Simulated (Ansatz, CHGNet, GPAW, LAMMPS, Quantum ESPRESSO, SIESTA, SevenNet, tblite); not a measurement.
# Which run comes nearest? Glassy 40SiO2-28Al2O3-16Li2O-16SrO (mol %) (85 atoms)

Density of this cell: 3.11 g/cm³. The cell holds 85 atoms: 10 Si, 14 Al, 8 Li, 4 Sr and 49 O. Its edges and angles: a = 9.957 Å, b = 9.957 Å, c = 9.957 Å, α = 90.0°, β = 90.0°, γ = 90.0°. 85 atoms (10 Si, 14 Al, 8 Li, 4 Sr, 49 O) placed at random at 3.11 g/cm³, melted at 4000 K for 10 ps at fixed volume with the Morse and Coulomb pair potential with partial charges (Pedone, Malavasi, Menziani, Cormack and Segre, J. Phys. Chem. B 110, 11780 (2006)). Quenched from 4000 K to 300 K at 6 K/ps and fixed volume, held 5 ps, then minimised at fixed cell.

Geometry: as built.

The reference, a calculation:

| Property | Result |
| --- | --- |
| method | Kohn-Sham DFT, PBE, PAW, plane waves (Ansatz 0.2.0); cutoff 420 eV, Γ point, fermi-dirac smearing of 0.05 eV; PAW set soft_2 |
| r.m.s. force component | 0.7504 eV/Å |
| longest force | 2.869 eV/Å |
| pressure | 7.415 GPa |
| gap (highest filled to lowest empty level) | 3.642 eV |
| SCF cycles | 9 |
| time | 14 s on 4 threads of Arm Neoverse V1, shared host |
| CPU time | 50 s |

**Question.** The same geometry is run in other programs. How far does each lie from the reference, and what does it cost?
- SIESTA PBE, DZP, shift 0.01 Ry, mesh 500 Ry (SIESTA 5.4.2; 2 MPI ranks)
- QE PBE+D3(BJ), sssp-1.3.0-efficiency, 60/480 Ry (Quantum ESPRESSO 7.5; 2 MPI ranks)
- CHGNet 0.3.0 potential (CHGNet 0.3.0; 1 thread)
- SevenNet 0 potential (SevenNet 0; 1 thread)
- SIESTA PBE, DZP, shift 0.01 Ry, mesh 150 Ry (SIESTA 5.4.2; 2 MPI ranks)
- GPAW PBE, LCAO dzp, h 0.18 Å (GPAW 26.7.0; 1 thread)
- SIESTA PBE, DZ, shift 0.01 Ry, mesh 500 Ry (SIESTA 5.4.2; 2 MPI ranks)
- GPAW revPBE, LCAO dzp, h 0.18 Å (GPAW 26.7.0; 1 thread)
- GPAW PBE, LCAO sz(dzp), h 0.18 Å (GPAW 26.7.0; 1 thread)
- tblite GFN1-xTB (tblite 0.8.0; 1 thread)

Differences are against the plane-wave reference, forces as r.m.s. over components; share is that over the reference's r.m.s. force, slope the least-squares factor from reference forces to these. Total energies of different programs have different zeros and aren't compared.

```csv
run,"Δ force, r.m.s. (meV/Å)",share (%),slope,Δ pressure (GPa),Δ gap (eV),cores,CPU time,memory (GiB)
reference,-,-,-,-,-,4,50 s,1.2
"SIESTA PBE, DZP, shift 0.01 Ry, mesh 500 Ry",303,40.4,1.300,4.32,-0.295,2,9.3 min,2.7
"QE PBE+D3(BJ), sssp-1.3.0-efficiency, 60/480 Ry",35.3,4.70,1.034,-2.24,0.0062,2,12 min,2.9
CHGNet 0.3.0 potential,93.1,12.4,0.966,-0.0224,-,1,5.3 s,1.4
SevenNet 0 potential,56.4,7.52,0.996,-0.0671,-,1,10 s,1.0
"SIESTA PBE, DZP, shift 0.01 Ry, mesh 150 Ry (coarse)",303,40.4,1.299,4.31,-0.295,2,2.1 min,0.9
"GPAW PBE, LCAO dzp, h 0.18 Å",297,39.6,1.331,-,-0.0969,1,6 min,1.8
"SIESTA PBE, DZ, shift 0.01 Ry, mesh 500 Ry (coarse)",852,113,1.828,11.1,-0.470,2,3.2 min,1.6
"GPAW revPBE, LCAO dzp, h 0.18 Å",326,43.4,1.362,-,0.0362,1,6 min,1.8
"GPAW PBE, LCAO sz(dzp), h 0.18 Å (coarse)",1054,140,1.964,-,-0.679,1,92 s,1.3
tblite GFN1-xTB,689,91.9,1.400,-23.2,-,1,7.9 s,0.12
```

Rows marked coarse were listed beforehand as settings not expected to be converged; some can still land near the reference.

Times of the machine-learned potentials are mostly Python's start and the loading of weights.

CPU time is summed over cores on a shared host, where runs went side by side, so it is rough. Symmetry, cutoffs, thresholds, outputs and thread counts weren't matched or tuned between programs; memory under MPI is the largest rank's times the ranks.

The PBE runs in local orbitals, coarse settings apart, differ by 40 % in each run; basis, grid and potentials can all enter. Tight binding differs by 92 % (tblite GFN1-xTB); it is another model, with fitted parameters of its own, and the xTB methods hold dispersion. Machine-learned potentials differ by 7.5 % (SevenNet 0 potential) to 12 % (CHGNet 0.3.0 potential); they were trained on other programs' data. Rows with another functional or a dispersion term differ by 4.7 % (QE PBE+D3(BJ), sssp-1.3.0-efficiency, 60/480 Ry) to 43 % (GPAW revPBE, LCAO dzp, h 0.18 Å), which mixes the change of model with differences of basis and potentials. Periodic xTB results under one method name differ between programs and library versions. Machine-learned potentials mimic data converged in k, so the reference's own k-point error enters their differences. The network of bonds at the start is that of the classical potential that made the cell, and needn't be the one that DFT or experiment would give. The electronic-structure runs sample only Γ, in a cell whose shortest periodic width is 10 Å.

[Logs are printed without paths, hosts, clocks, repeated set-up lines and the standing remarks that a program may print on its own settings, such as how far it seeks lower states.]

[Hosts, paths, dates, database ids (printed as entryN), source tags and the programs' standing remarks are cut or masked in the printed files.]
